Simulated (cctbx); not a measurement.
# Lattice, Laue class and space group of a new crystal

Cell: a = 8.5370 Å, b = 4.3080 Å, c = 10.4000 Å, α = 90.00°, β = 90.00°, γ = 90.00°. Expected content of the cell: I4 Ru4 Br4.

The data are simulated with cctbx, not measured: Ga Kα, λ = 1.3414 Å, to d = 0.8 Å, 70 % of the full sphere, strongest reflection 40000 counts, noise from counting, a 2 % proportional error and a noise floor of 4 counts (s.d.); no absorption.

A first pass over the reflections prints:

```text
2221 reflections to d = 0.800 A
centring   violations  <I/sigma> of those
    A        910 of  1119     20.1
    B        889 of  1118     19.1
    C        929 of  1089     20.1
    I        813 of  1111     14.6
    R       1195 of  1461     19.8
    F       1364 of  1663     19.8
Laue class    unique    Rint  (classes that these axes allow; Friedel mates merged)
P -1             1419   0.016
P 1 2/m 1         865   0.019
P 1 1 2/m         815   0.020
P 2/m 1 1         824   0.019
P m m m           497   0.021
space group    extra absences  I>4sigma  <I/sigma>
P 2 2 2                 0          0         -  acentric
P 2 2 21                9          0       0.1  acentric
P 21 2 2                9          0       0.1  acentric
P 2 21 2                3          0      -0.0  acentric
P 21 21 2              12          0       0.0  acentric
P 2 21 21              12          0       0.0  acentric
P 21 2 21              18          0       0.1  acentric
P 21 21 21             21          0       0.0  acentric
P m m 2                 0          0         -  acentric
P 2 m m                 0          0         -  acentric
P m 2 m                 0          0         -  acentric
P 21 m a               65          0      -0.1  acentric
P m 2 a                65          0      -0.1  acentric
P n m 21               82          0       0.0  acentric
P n 21 m               82          0       0.0  acentric
P n 21 a              147          0      -0.0  acentric
P m m m                 0          0         -  centric
P m m a                65          0      -0.1  centric
P n m m :1             82          0       0.0  centric
P n m m :2             82          0       0.0  centric
P n m a               147          0      -0.0  centric
Wilson B = 1.28 A^2   <|E^2-1|> = 0.910 (0.968 centric, 0.736 acentric)   E^2>4: 2.6 %
shell (A)         n   <I/sigma>
10.40 - 1.60     79     42.5
 1.60 - 1.27     65     42.7
 1.27 - 1.11     60     39.7
 1.11 - 1.01     64     32.9
 1.01 - 0.94     57     38.3
 0.94 - 0.88     52     32.2
 0.88 - 0.84     64     34.5
 0.84 - 0.80     56     28.8
```

**Question.** What are the lattice type, the Laue class and the likely space group?

Every centring test has many violations, so the lattice is primitive.

Rint stays low (0.016 to 0.021) up to P m m m, the highest class in these axes.

21 settings pass the absence test. The most absences obeyed, 147, belong to P n 21 a and P n m a, which absences can't tell apart.

⟨|E²−1|⟩ = 0.910 leans to a centrosymmetric structure. The Wilson B of 1.28 Å² means U ≈ 0.0162 Å².

The true group is Pnma (no. 62), Laue class mmm, centrosymmetric. The tables only narrow the choice to the tied entries; cell content, site symmetry and trial solutions must settle it.

The model was made for the exercise: a known structure type with other elements put in, its volume estimated, not relaxed; displacement parameters are assumed.

[Logs are printed without paths, hosts, clocks, repeated set-up lines and the standing remarks that a program may print on its own settings, such as how far it seeks lower states.]
